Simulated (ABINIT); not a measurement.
An input for ABINIT 10.8.3 (MoS2 (P6_3/mmc)):

```
acell 3*1.0 Angstrom
rprim 
  3.169000000004 -0.000000000001 0.000000000000
  -1.584500000001 2.744434504597 0.000000000000
  0.000000000000 0.000000000000 12.324000000000
ntypat 2
znucl 42 16
natom 6
typat 1 1 2 2 2 2
xred 
  0.333333333333 0.666666666667 0.250000000000
  0.666666666667 0.333333333333 0.750000000000
  0.333333333333 0.666666666667 0.623000000000
  0.666666666667 0.333333333333 0.123000000000
  0.333333333333 0.666666666667 0.877000000000
  0.666666666667 0.333333333333 0.377000000000
pp_dirpath "pseudos"
pseudos "Mo.upf, S.upf"
ecut 36
ngkpt 3 3 1
nshiftk 1
shiftk 0 0 0
kptopt 1
chksymbreak 0
istwfk *1
occopt 1
irdwfk 1
optdriver 3
nband 106
ecuteps 4
inclvkb 2
awtr 1
symchi 1
gwcalctyp 27
nfreqre 1
nfreqim 0
irdqps 1
nqptdm 2
qptdm 
  0.3333333333 0.0000000000 0.0000000000
  0.3333333333 0.3333333333 0.0000000000
indata_prefix "in"
outdata_prefix "out"
tmpdata_prefix "tmp"
```

The database entry behind the starting cell differs from later determinations by our own check (about 0.3 % long), so it need not match the best structure at ambient conditions.

```sh
OMP_NUM_THREADS=1 mpirun -n 8 abinit run.abi > log; mrgscr < mrgscr.stdin
```

Estimate wall time and host memory on 8 MPI ranks of Intel Xeon at 2.50GHz (Skylake/Cascade Lake), shared host.

It took 22 s; on shared hardware allow 11 s to 45 s. Peak host memory was 1.2 GiB.

[Paths, hosts, dates, memory and timing lines, banners, echoed tables and standing remarks are left out of the program output.]

[Logs are printed without paths, hosts, clocks, repeated set-up lines and the standing remarks that a program may print on its own settings, such as how far it seeks lower states.]

[Runs of the session that timed out or met a known fault of the program may be left out.]

[Hosts, paths, dates, database ids (printed as entryN), source tags and the programs' standing remarks are cut or masked in the printed files.]

[G0W0 gaps are taken among the corrected bands and points alone; a level outside them can change the order at an edge.]

[Where Ansatz stands beside ABINIT at settings called matched, ABINIT's density can come from a denser mesh and the files from another edition; pairs whose starting gaps differed by over 0.03 eV were left out, so agreement reads better than it is.]
